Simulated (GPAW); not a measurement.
**TiO2 (Anatase, I4_1/amd): the Ti K absorption edge**

How does the Ti K edge of TiO2 (Anatase, I4_1/amd) move when the bonds are compressed or stretched?

Main program and level: GPAW 26.7.0; X-ray absorption from dipole matrix elements to empty bands, plane-wave PAW revPBE.

Most raw output is cut from this account.

## 1. The structure

The structure is tetragonal, space group I4_1/amd (No. 141). The conventional cell has a = 3.784 Å, b = 3.784 Å, c = 9.515 Å, α = 90.00°, β = 90.00°, γ = 90.00°. Nearest to Ti lie 6 O at 1.93 to 1.98 Å. Nearest to O lie 3 Ti at 1.93 to 1.98 Å. Farther neighbours and most contacts between anions are not listed.

As a file:

```cif
data_structure
_symmetry_space_group_name_H-M 'P 1'
_symmetry_Int_Tables_number 1
_cell_length_a 5.4582
_cell_length_b 5.4582
_cell_length_c 5.4582
_cell_angle_alpha 139.435
_cell_angle_beta 139.435
_cell_angle_gamma 58.713
_cell_volume 68.13
loop_
_atom_site_label
_atom_site_type_symbol
_atom_site_fract_x
_atom_site_fract_y
_atom_site_fract_z
_atom_site_occupancy
Ti1 Ti 0.75000 0.25000 0.50000 1
Ti2 Ti 0.00000 0.00000 0.00000 1
O3 O 0.79190 0.79190 0.00000 1
O4 O 0.54190 0.04190 0.50000 1
O5 O 0.95810 0.45810 0.50000 1
O6 O 0.20810 0.20810 0.00000 1
```

## 2. The field without a hole

The ground state comes first: it tells whether the system has a gap, which decides how the excited electron is treated.

File scf.py:

```python
import numpy as np
from ase import Atoms
from ase.parallel import parprint, paropen
from gpaw import GPAW, PW, FermiDirac, Mixer, MixerDif, setup_paths
from gpaw.test import gen
setup_paths.insert(0, '.')
gen('Ti', name='nch1s', xcname='revPBE', corehole=(1, 0, 0), write_xml=True)
from gpaw.mpi import world
world.barrier()

atoms = Atoms('Ti2O4',
    cell=[[-1.8921, 1.8921, 4.7573],
     [1.8921, -1.8921, 4.7573],
     [1.8921, 1.8921, -4.7573]],
    scaled_positions=[[0.75, 0.25, 0.5],
     [0, 0, 0],
     [0.7919, 0.7919, 0],
     [0.5419, 0.0419, 0.5],
     [0.9581, 0.4581, 0.5],
     [0.2081, 0.2081, 0]],
    pbc=True)
atoms.calc = calc = GPAW(legacy_gpaw=True, mode=PW(500, force_complex_dtype=True), xc='revPBE', setups={0: 'nch1s'},
    kpts={'size': (9, 9, 9), 'gamma': True}, occupations=FermiDirac(0.05),
    charge=0, mixer=Mixer(0.1, 5, 50), maxiter=150,
    convergence={'density': 0.0001, 'eigenstates': 1e-6}, txt='scf.txt')
energy = atoms.get_potential_energy() + calc.get_reference_energy()
ef = calc.get_fermi_level()
out = dict(energy=energy, fermi=ef, forces=atoms.get_forces().tolist())
parprint(f'all-electron energy {energy:.4f} eV, Fermi level {ef:.4f} eV')
ev = np.array([[calc.get_eigenvalues(k, s) for k in range(len(calc.get_ibz_k_points()))] for s in range(calc.get_number_of_spins())])
out['homo'], out['lumo'], out['counts'] = ev[ev < ef].max(), ev[ev > ef].min(), sorted(set((ev < ef).sum((0, 2)).tolist()))
out['filled'] = (ev[:, 0] < ef).sum(1).tolist()
import json
with paropen('out.json', 'w') as f:
    json.dump(out, f)
```

On the command line:

```sh
OMP_NUM_THREADS=1 mpirun -n 4 gpaw python scf.py
```

Elapsed: 40 s, on 4 MPI ranks of Arm Neoverse V2, shared host; peak memory 0.26 GiB.

The mesh shows a gap of 2.16 eV, so the hole is first treated in a charged cell, without the excited electron.

## 3. Supercell without a hole, the energy reference

The photon energy needs a difference of total energies, so the cell and mesh of the coming hole run are first run without a hole.

Changes to scf.py since step 2:

```diff
@@ -10,15 +10,21 @@
 
-atoms = Atoms('Ti2O4',
-    cell=[[-1.8921, 1.8921, 4.7573],
-     [1.8921, -1.8921, 4.7573],
-     [1.8921, 1.8921, -4.7573]],
-    scaled_positions=[[0.75, 0.25, 0.5],
+atoms = Atoms('Ti4O8',
+    cell=[[3.7842, -3.7842, 0],
+     [3.7842, 3.7842, 0],
+     [-1.8921, 1.8921, 4.7573]],
+    scaled_positions=[[0, 0.25, 0.5],
+     [0.5, 0.75, 0.5],
      [0, 0, 0],
-     [0.7919, 0.7919, 0],
-     [0.5419, 0.0419, 0.5],
-     [0.9581, 0.4581, 0.5],
-     [0.2081, 0.2081, 0]],
+     [0.5, 0.5, 0],
+     [0.7919, 0, 0.5838],
+     [0.2919, 0.5, 0.5838],
+     [0.7919, 0.25, 0.0838],
+     [0.2919, 0.75, 0.0838],
+     [0.2081, 0.25, 0.9162],
+     [0.7081, 0.75, 0.9162],
+     [0.2081, 0, 0.4162],
+     [0.7081, 0.5, 0.4162]],
     pbc=True)
 atoms.calc = calc = GPAW(legacy_gpaw=True, mode=PW(500, force_complex_dtype=True), xc='revPBE', setups={0: 'nch1s'},
-    kpts={'size': (9, 9, 9), 'gamma': True}, occupations=FermiDirac(0.05),
+    kpts={'size': (4, 3, 4), 'gamma': True}, occupations=FermiDirac(0.02),
     charge=0, mixer=Mixer(0.1, 5, 50), maxiter=150,
```

The job ended after 38 s (4 MPI ranks; peak memory 0.27 GiB).

Reference energy: -109346.453 eV with the cores included.

## 4. Spectrum with FCH, Ti atom 1

The holes are 5.4 Å apart. In GPAW the data set carries the hole's charge, so charge=0 means a charged cell and charge=-1 a neutral one. The excited electron is left out and a uniform background balances the charge. After the field has converged, empty bands are computed with the density fixed and the dipole matrix elements are summed.

The absorber has 4 O at 1.93 Å and 2 O at 1.98 Å (distorted octahedral, site symmetry -4m2).

File xas.py:

```python
import numpy as np
from ase import Atoms
from ase.parallel import parprint, paropen
from gpaw import GPAW, PW, FermiDirac, Mixer, MixerDif, setup_paths
from gpaw.test import gen
setup_paths.insert(0, '.')
gen('Ti', name='fch1s', xcname='revPBE', corehole=(1, 0, 1), write_xml=True)
from gpaw.mpi import world
world.barrier()

atoms = Atoms('Ti4O8',
    cell=[[3.7842, -3.7842, 0],
     [3.7842, 3.7842, 0],
     [-1.8921, 1.8921, 4.7573]],
    scaled_positions=[[0, 0.25, 0.5],
     [0.5, 0.75, 0.5],
     [0, 0, 0],
     [0.5, 0.5, 0],
     [0.7919, 0, 0.5838],
     [0.2919, 0.5, 0.5838],
     [0.7919, 0.25, 0.0838],
     [0.2919, 0.75, 0.0838],
     [0.2081, 0.25, 0.9162],
     [0.7081, 0.75, 0.9162],
     [0.2081, 0, 0.4162],
     [0.7081, 0.5, 0.4162]],
    pbc=True)
atoms.calc = calc = GPAW(legacy_gpaw=True, mode=PW(500, force_complex_dtype=True), xc='revPBE', setups={0: 'fch1s'},
    kpts={'size': (4, 3, 4), 'gamma': True}, occupations=FermiDirac(0.02),
    charge=0, mixer=Mixer(0.1, 5, 50), maxiter=150,
    convergence={'density': 0.0001, 'eigenstates': 1e-6}, txt='scf.txt')
energy = atoms.get_potential_energy() + calc.get_reference_energy()
ef = calc.get_fermi_level()
out = dict(energy=energy, fermi=ef, forces=atoms.get_forces().tolist())
parprint(f'all-electron energy {energy:.4f} eV, Fermi level {ef:.4f} eV')
ev = np.array([[calc.get_eigenvalues(k, s) for k in range(len(calc.get_ibz_k_points()))] for s in range(calc.get_number_of_spins())])
out['homo'], out['lumo'], out['counts'] = ev[ev < ef].max(), ev[ev > ef].min(), sorted(set((ev < ef).sum((0, 2)).tolist()))
out['filled'] = (ev[:, 0] < ef).sum(1).tolist()

from ase.units import Ha
from gpaw.xas import dipole_matrix_elements
nb = int(calc.get_number_of_electrons() / 2) + 104
top, nb = nb, nb + 8 + nb // 12
nscf = calc.fixed_density(kpts={'size': (5, 5, 5), 'gamma': True}, nbands=nb,
    convergence={'bands': top, 'eigenstates': 5e-3}, maxiter=60, txt='nscf.txt')
cell = atoms.cell.array
ops = [cell.T @ U.T @ np.linalg.inv(cell.T) for U in nscf.wfs.kd.symmetry.op_scc]
filled = [48]  # bands filled in the ground state, by spin
E = np.arange(-6, 34, 0.1)
fwhm = np.interp(E, [4, 25], [0.94, 3.5])
Y, X, zero, highest = 0, 0, 1e9, 1e9
for spin in range(nscf.get_number_of_spins()):
    wfs = nscf.wfs
    mine = wfs.bd.get_slice()  # this rank's bands
    A = dipole_matrix_elements(wfs.setups[0])
    eps = np.zeros((wfs.kd.nibzkpts, nb))
    d = np.zeros((3, A.shape[1], wfs.kd.nibzkpts, nb), complex)
    for kpt in wfs.kpt_u:
        if kpt.s == spin and 0 in kpt.P_ani:
            eps[kpt.k, mine] = kpt.eps_n * Ha
            d[:, :, kpt.k, mine] = (kpt.weight * wfs.nspins / 2) ** 0.5 * np.inner(A, kpt.P_ani[0])
    world.sum(eps)
    world.sum(d)
    T = np.einsum('amkn,bmkn->abkn', d, d.conj()).real
    T = sum(np.einsum('ai,ijkn,bj->abkn', R, T, R) for R in ops) / len(ops)
    empty = np.ones_like(eps, bool) & (np.arange(nb) >= filled[spin])
    zero, highest = min(zero, eps[empty].min()), min(highest, eps[:, top - 1].min())
    lines = [(eps, T, empty)] if spin == 0 else lines + [(eps, T, empty)]
for eps, T, empty in lines:
    f = np.einsum('aakn->akn', T).reshape(3, -1)
    x = eps.ravel() - zero
    w = np.interp(x, E, fwhm) / 2.35482
    g = np.exp(-0.5 * ((E[:, None] - x) / w) ** 2) / (w * (2 * np.pi) ** 0.5)
    Y = Y + (f * empty.ravel()) @ g.T
    X = X + (f * ~empty.ravel()) @ g.T
out.update(E=E.round(2).tolist(), xas=Y.tolist(), xes=X.tolist(), zero=zero, valid=highest - zero, nk=len(eps), nb=nb)
for i in range(0, len(E), 10):
    parprint(f'{E[i]:7.2f}', *(f'{v:10.3e}' for v in Y[:, i]))
import json
with paropen('out.json', 'w') as f:
    json.dump(out, f)
```

On the command line:

```sh
OMP_NUM_THREADS=1 mpirun -n 4 gpaw python xas.py
```

Elapsed: 1.8 min, on 4 MPI ranks; peak memory 0.46 GiB; 7.3 min of CPU time.

The Ti K spectrum, Ti atom 1, full core hole (charged cell) (energy from the lowest empty level; intensity scaled to a mean of 1 over the first 20 eV; polarised curves are means over the symmetry-equivalent atoms):

```csv
E (eV),isotropic,ε ⊥ c,ε ∥ c
-2.0,0.00,0.00,0.00
-1.5,0.00,0.00,0.00
-1.0,0.00,0.00,0.00
-0.5,0.01,0.01,0.00
0.0,0.08,0.11,0.01
0.5,0.22,0.32,0.02
1.0,0.15,0.22,0.01
1.5,0.04,0.06,0.01
2.0,0.10,0.12,0.06
2.5,0.29,0.31,0.24
3.0,0.39,0.41,0.35
3.5,0.30,0.30,0.29
4.0,0.17,0.15,0.21
4.5,0.17,0.17,0.17
5.0,0.34,0.35,0.32
5.5,0.44,0.42,0.48
6.0,0.30,0.27,0.35
6.5,0.11,0.10,0.12
7.0,0.03,0.03,0.04
7.5,0.03,0.02,0.05
8.0,0.05,0.03,0.09
8.5,0.09,0.05,0.15
9.0,0.14,0.10,0.23
9.5,0.22,0.17,0.32
10.0,0.32,0.27,0.40
10.5,0.44,0.42,0.47
11.0,0.56,0.58,0.51
11.5,0.64,0.69,0.55
12.0,0.67,0.71,0.58
12.5,0.68,0.70,0.65
13.0,0.75,0.72,0.79
13.5,0.90,0.85,1.00
14.0,1.11,1.08,1.18
14.5,1.38,1.43,1.29
15.0,1.72,1.89,1.37
15.5,2.14,2.42,1.57
16.0,2.59,2.88,2.01
16.5,3.00,3.14,2.72
17.0,3.27,3.14,3.52
17.5,3.35,2.96,4.15
18.0,3.26,2.72,4.35
18.5,3.05,2.53,4.08
19.0,2.80,2.44,3.51
19.5,2.58,2.42,2.89
20.0,2.43,2.44,2.41
20.5,2.34,2.44,2.13
21.0,2.29,2.41,2.04
21.5,2.23,2.32,2.06
22.0,2.17,2.19,2.11
22.5,2.08,2.06,2.13
23.0,2.00,1.94,2.13
23.5,1.94,1.86,2.09
24.0,1.90,1.83,2.04
24.5,1.89,1.84,2.01
25.0,1.90,1.85,1.99
25.5,1.90,1.86,1.98
26.0,1.89,1.85,1.98
26.5,1.87,1.82,1.96
27.0,1.82,1.78,1.92
27.5,1.78,1.74,1.87
28.0,1.75,1.71,1.82
28.5,1.73,1.72,1.76
29.0,1.74,1.76,1.72
29.5,1.77,1.81,1.69
30.0,1.80,1.87,1.67
30.5,1.83,1.91,1.66
31.0,1.85,1.94,1.69
31.5,1.88,1.95,1.74
32.0,1.92,1.97,1.83
```

Main maxima below 30 eV (height): 0.6 eV (0.23), 3.0 eV (0.39), 5.4 eV (0.44) and 17.5 eV (3.35). A K edge sees empty p states. The first eV above the zero hold little dipole weight, as the lowest empty bands are of d character; the main edge, of 4p character, rises through 0.6 near 11 eV above the zero.

The hole costs E(hole) − E(ground) = 4980.14 eV, and the lowest empty level of the hole cell on the spectrum's mesh lies at 5.01 eV, which puts the zero at 4985.15 eV. One term is added: -22.82 eV, since the hole is spin-paired here and a spin-polarised one costs that much less in the free atom (computed apart). The photon energy is then 4962.33 eV. The tabulated edge of the element is 4966 eV. The functional and the charged cell's background leave an error of a few eV in such absolute values.

## 5. Supercell without a hole, the energy reference

The cell changes for the next run, so it gets a reference energy of its own.

The cell differs from the one that the last finished run ended in (a 5.352 → 5.242 Å, b 5.352 → 5.242 Å, c 5.458 → 5.347 Å).

Changes to scf.py since step 3:

```diff
@@ -11,5 +11,5 @@
 atoms = Atoms('Ti4O8',
-    cell=[[3.7842, -3.7842, 0],
-     [3.7842, 3.7842, 0],
-     [-1.8921, 1.8921, 4.7573]],
+    cell=[[3.70694975, -3.70694975, 0],
+     [3.70694975, 3.70694975, 0],
+     [-1.85347488, 1.85347488, 4.66018499]],
     scaled_positions=[[0, 0.25, 0.5],
```

On the command line:

```sh
OMP_NUM_THREADS=1 mpirun -n 4 gpaw python scf.py
```

Elapsed: 39 s, on 4 MPI ranks; peak memory 0.27 GiB; 2.6 min of CPU time.

Reference energy: -109345.499 eV with the cores included.

## 6. Spectrum with FCH, Ti atom 1

Shorter bonds are expected to push antibonding states and scattering resonances up, and longer ones down; the cell is scaled to test that.

Changed against the first core-hole run: volume scale from 1 to 0.94.

Changes to xas.py since step 4:

```diff
@@ -11,5 +11,5 @@
 atoms = Atoms('Ti4O8',
-    cell=[[3.7842, -3.7842, 0],
-     [3.7842, 3.7842, 0],
-     [-1.8921, 1.8921, 4.7573]],
+    cell=[[3.70694975, -3.70694975, 0],
+     [3.70694975, 3.70694975, 0],
+     [-1.85347488, 1.85347488, 4.66018499]],
     scaled_positions=[[0, 0.25, 0.5],
@@ -41,3 +41,3 @@
 from gpaw.xas import dipole_matrix_elements
-nb = int(calc.get_number_of_electrons() / 2) + 104
+nb = int(calc.get_number_of_electrons() / 2) + 99
 top, nb = nb, nb + 8 + nb // 12
```

On the command line:

```sh
OMP_NUM_THREADS=1 mpirun -n 4 gpaw python xas.py
```

Elapsed: 1.9 min, on 4 MPI ranks; peak memory 0.44 GiB; 7.7 min of CPU time.

```csv
E (eV),first run,this run
-2.0,0.00,0.00
-1.0,0.00,0.00
0.0,0.08,0.07
1.0,0.15,0.24
2.0,0.10,0.08
3.0,0.39,0.45
4.0,0.17,0.29
5.0,0.34,0.20
6.0,0.30,0.50
7.0,0.03,0.14
8.0,0.05,0.04
9.0,0.14,0.11
10.0,0.32,0.26
11.0,0.56,0.48
12.0,0.67,0.63
13.0,0.75,0.63
14.0,1.11,0.91
15.0,1.72,1.49
16.0,2.59,2.27
17.0,3.27,3.12
18.0,3.26,3.48
19.0,2.80,3.25
20.0,2.43,2.79
21.0,2.29,2.54
22.0,2.17,2.44
23.0,2.00,2.30
24.0,1.90,2.16
25.0,1.90,2.12
26.0,1.89,2.15
27.0,1.82,2.14
28.0,1.75,2.03
29.0,1.74,1.91
30.0,1.80,1.89
31.0,1.85,1.95
32.0,1.92,2.01
```

The scaled spectrum changes by 13 % r.m.s. The highest intensity below 24 eV goes from 17.5 eV (3.35) to 18.1 eV (3.48).

The photon energy of the zero moves by -0.22 eV.

## 7. Supercell without a hole, the energy reference

The cell differs from the one that the last finished run ended in (a 5.242 → 5.298 Å, b 5.242 → 5.298 Å, c 5.347 → 5.403 Å).

Changes to scf.py since step 5:

```diff
@@ -11,5 +11,5 @@
 atoms = Atoms('Ti4O8',
-    cell=[[3.70694975, -3.70694975, 0],
-     [3.70694975, 3.70694975, 0],
-     [-1.85347488, 1.85347488, 4.66018499]],
+    cell=[[3.74597314, -3.74597314, 0],
+     [3.74597314, 3.74597314, 0],
+     [-1.87298657, 1.87298657, 4.70924318]],
     scaled_positions=[[0, 0.25, 0.5],
```

On the command line:

```sh
OMP_NUM_THREADS=1 mpirun -n 4 gpaw python scf.py
```

The job ended after 45 s (4 MPI ranks; peak memory 0.27 GiB).

Reference energy: -109346.085 eV with the cores included.

## 8. Spectrum with FCH, Ti atom 1

Changed against the first core-hole run: volume scale from 1 to 0.97.

Changes to xas.py since step 6:

```diff
@@ -11,5 +11,5 @@
 atoms = Atoms('Ti4O8',
-    cell=[[3.70694975, -3.70694975, 0],
-     [3.70694975, 3.70694975, 0],
-     [-1.85347488, 1.85347488, 4.66018499]],
+    cell=[[3.74597314, -3.74597314, 0],
+     [3.74597314, 3.74597314, 0],
+     [-1.87298657, 1.87298657, 4.70924318]],
     scaled_positions=[[0, 0.25, 0.5],
@@ -41,3 +41,3 @@
 from gpaw.xas import dipole_matrix_elements
-nb = int(calc.get_number_of_electrons() / 2) + 99
+nb = int(calc.get_number_of_electrons() / 2) + 102
 top, nb = nb, nb + 8 + nb // 12
```

On the command line:

```sh
OMP_NUM_THREADS=1 mpirun -n 4 gpaw python xas.py
```

The job ended after 1.8 min (4 MPI ranks; peak memory 0.45 GiB).

```csv
E (eV),first run,this run
-2.0,0.00,0.00
-1.0,0.00,0.00
0.0,0.08,0.08
1.0,0.15,0.19
2.0,0.10,0.09
3.0,0.39,0.42
4.0,0.17,0.22
5.0,0.34,0.27
6.0,0.30,0.42
7.0,0.03,0.07
8.0,0.05,0.04
9.0,0.14,0.13
10.0,0.32,0.29
11.0,0.56,0.52
12.0,0.67,0.65
13.0,0.75,0.68
14.0,1.11,1.02
15.0,1.72,1.60
16.0,2.59,2.43
17.0,3.27,3.21
18.0,3.26,3.40
19.0,2.80,3.02
20.0,2.43,2.59
21.0,2.29,2.40
22.0,2.17,2.30
23.0,2.00,2.15
24.0,1.90,2.02
25.0,1.90,2.00
26.0,1.89,2.02
27.0,1.82,1.97
28.0,1.75,1.86
29.0,1.74,1.81
30.0,1.80,1.84
31.0,1.85,1.90
32.0,1.92,1.95
```

The scaled spectrum changes by 6 % r.m.s. The highest intensity below 24 eV goes from 17.5 eV (3.35) to 17.8 eV (3.41).

The photon energy of the zero moves by -0.11 eV.

## 9. Supercell without a hole, the energy reference

The cell differs from the one that the last finished run ended in (a 5.298 → 5.405 Å, b 5.298 → 5.405 Å, c 5.403 → 5.512 Å).

Changes to scf.py since step 7:

```diff
@@ -11,5 +11,5 @@
 atoms = Atoms('Ti4O8',
-    cell=[[3.74597314, -3.74597314, 0],
-     [3.74597314, 3.74597314, 0],
-     [-1.87298657, 1.87298657, 4.70924318]],
+    cell=[[3.82166976, -3.82166976, 0],
+     [3.82166976, 3.82166976, 0],
+     [-1.91083488, 1.91083488, 4.80440504]],
     scaled_positions=[[0, 0.25, 0.5],
```

On the command line:

```sh
OMP_NUM_THREADS=1 mpirun -n 4 gpaw python scf.py
```

Run time: 47 s. Hardware: 4 MPI ranks; peak memory 0.27 GiB.

Reference energy: -109346.648 eV with the cores included.

## 10. Spectrum with FCH, Ti atom 1

Changed against the first core-hole run: volume scale from 1 to 1.03.

Changes to xas.py since step 8:

```diff
@@ -11,5 +11,5 @@
 atoms = Atoms('Ti4O8',
-    cell=[[3.74597314, -3.74597314, 0],
-     [3.74597314, 3.74597314, 0],
-     [-1.87298657, 1.87298657, 4.70924318]],
+    cell=[[3.82166976, -3.82166976, 0],
+     [3.82166976, 3.82166976, 0],
+     [-1.91083488, 1.91083488, 4.80440504]],
     scaled_positions=[[0, 0.25, 0.5],
@@ -41,3 +41,3 @@
 from gpaw.xas import dipole_matrix_elements
-nb = int(calc.get_number_of_electrons() / 2) + 102
+nb = int(calc.get_number_of_electrons() / 2) + 106
 top, nb = nb, nb + 8 + nb // 12
```

On the command line:

```sh
OMP_NUM_THREADS=1 mpirun -n 4 gpaw python xas.py
```

The job ended after 1.9 min (4 MPI ranks; peak memory 0.47 GiB; 7.8 min of CPU time).

```csv
E (eV),first run,this run
-2.0,0.00,0.00
-1.0,0.00,0.00
0.0,0.08,0.08
1.0,0.15,0.12
2.0,0.10,0.12
3.0,0.39,0.35
4.0,0.17,0.15
5.0,0.34,0.39
6.0,0.30,0.18
7.0,0.03,0.02
8.0,0.05,0.06
9.0,0.14,0.16
10.0,0.32,0.35
11.0,0.56,0.59
12.0,0.67,0.70
13.0,0.75,0.82
14.0,1.11,1.20
15.0,1.72,1.86
16.0,2.59,2.76
17.0,3.27,3.28
18.0,3.26,3.09
19.0,2.80,2.60
20.0,2.43,2.30
21.0,2.29,2.17
22.0,2.17,2.03
23.0,2.00,1.87
24.0,1.90,1.80
25.0,1.90,1.80
26.0,1.89,1.78
27.0,1.82,1.71
28.0,1.75,1.67
29.0,1.74,1.70
30.0,1.80,1.76
31.0,1.85,1.82
32.0,1.92,1.93
```

Against the first run the r.m.s. difference is 6 %. The highest intensity below 24 eV goes from 17.5 eV (3.35) to 17.2 eV (3.30).

The photon energy of the zero moves by +0.10 eV.

## 11. Reference energy of the supercell

The cell differs from the one that the last finished run ended in (a 5.405 → 5.457 Å, b 5.405 → 5.457 Å, c 5.512 → 5.565 Å).

Changes to scf.py since step 9:

```diff
@@ -11,5 +11,5 @@
 atoms = Atoms('Ti4O8',
-    cell=[[3.82166976, -3.82166976, 0],
-     [3.82166976, 3.82166976, 0],
-     [-1.91083488, 1.91083488, 4.80440504]],
+    cell=[[3.85841884, -3.85841884, 0],
+     [3.85841884, 3.85841884, 0],
+     [-1.92920942, 1.92920942, 4.85060408]],
     scaled_positions=[[0, 0.25, 0.5],
```

On the command line:

```sh
OMP_NUM_THREADS=1 mpirun -n 4 gpaw python scf.py
```

Wall time 40 s (4 MPI ranks); peak memory 0.28 GiB; 2.7 min of CPU time.

Reference energy: -109346.667 eV with the cores included.

(Part 1 of 2 ends here.)

[Logs are printed without paths, hosts, clocks, repeated set-up lines and the standing remarks that a program may print on its own settings, such as how far it seeks lower states.]

[Hosts, paths, dates, database ids (printed as entryN), source tags and the programs' standing remarks are cut or masked in the printed files.]

[Lists of maxima count a maximum above −3 eV only where it reaches 4 % of the highest in the window and stands out from its surroundings by 2 % of it (1.5 % where it reaches 55 %); shoulders and weaker maxima are passed over, and of the rest the first, up to two pre-edge ones and the few strongest are named.]
